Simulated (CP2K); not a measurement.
Two runs for the C K edge of 3-methoxyfuran. Run A: CP2K XAS_TDP, all-electron GAPW, PBEh(45%), aug-cc-pVDZ, TDA, no relativity. Run B has a fault in its input.

First lines with a strength over 0.0015. A:

```tsv
atom	energy (eV)	states	strength, one atom
C1 (bonded to O and 3 H)	285.01	1	0.0375
	285.34	1	0.0018
	285.86	1	0.0223
	286.04	1	0.0244
	286.54	1	0.0025
C3 (bonded to 2 C and O)	283.76	1	0.0533
	285.75	1	0.0121
	285.98	1	0.0165
	286.92	1	0.0021
	288.08	1	0.0023
C4 (bonded to 2 C and H)	282.13	1	0.0421
	284.18	1	0.0094
	284.89	1	0.0106
	285.10	1	0.0025
	285.39	1	0.0022
C5 (bonded to C, O and H)	282.71	1	0.0540
	285.60	1	0.0140
	286.43	1	0.0093
	286.51	1	0.0089
	286.88	2	0.0060
C7 (bonded to C, O and H)	282.89	1	0.0454
	285.36	1	0.0179
	285.81	1	0.0111
	286.01	1	0.0029
	286.44	1	0.0022
```

B:

```tsv
atom	energy (eV)	states	strength, one atom
C1 (bonded to O and 3 H)	282.00	1	0.0164
	282.38	1	0.0166
	282.71	1	0.0190
	282.93	1	0.0195
	283.28	1	0.0024
C3 (bonded to 2 C and O)	277.43	1	0.0574
	279.90	1	0.0193
	280.00	1	0.0104
	280.10	1	0.0020
	280.85	1	0.0030
C4 (bonded to 2 C and H)	283.82	1	0.0380
	285.57	1	0.0097
	286.17	1	0.0125
	286.48	1	0.0019
	286.60	1	0.0031
C5 (bonded to C, O and H)	277.12	1	0.0538
	279.83	1	0.0146
	280.81	1	0.0032
	280.97	1	0.0055
	281.23	1	0.0043
C7 (bonded to C, O and H)	278.77	1	0.0461
	281.25	1	0.0161
	281.65	1	0.0116
	281.89	1	0.0031
	282.23	1	0.0031
```

What went wrong in run B?

The plane-wave cutoff is far too low (cutoff (Ry) to 60). Against PBEh(45%) in aug-cc-pVDZ, the leading lines move by -3.01 eV (C1, to 282.00), -6.33 eV (C3, to 277.43), +1.69 eV (C4, to 283.82), -5.59 eV (C5, to 277.12) and -4.12 eV (C7, to 278.77); the strength of C1's goes from 0.0375 to 0.0164. The next line of C1 over the strength cut lies 0.38 eV higher, against 0.33. Another fault could leave a like mark.

[Banner, clock and machine lines of the logs are left out without a mark of their own.]

[Logs are printed without paths, hosts, clocks, repeated set-up lines and the standing remarks that a program may print on its own settings, such as how far it seeks lower states.]

[Hosts, paths, dates, database ids (printed as entryN), source tags and the programs' standing remarks are cut or masked in the printed files.]
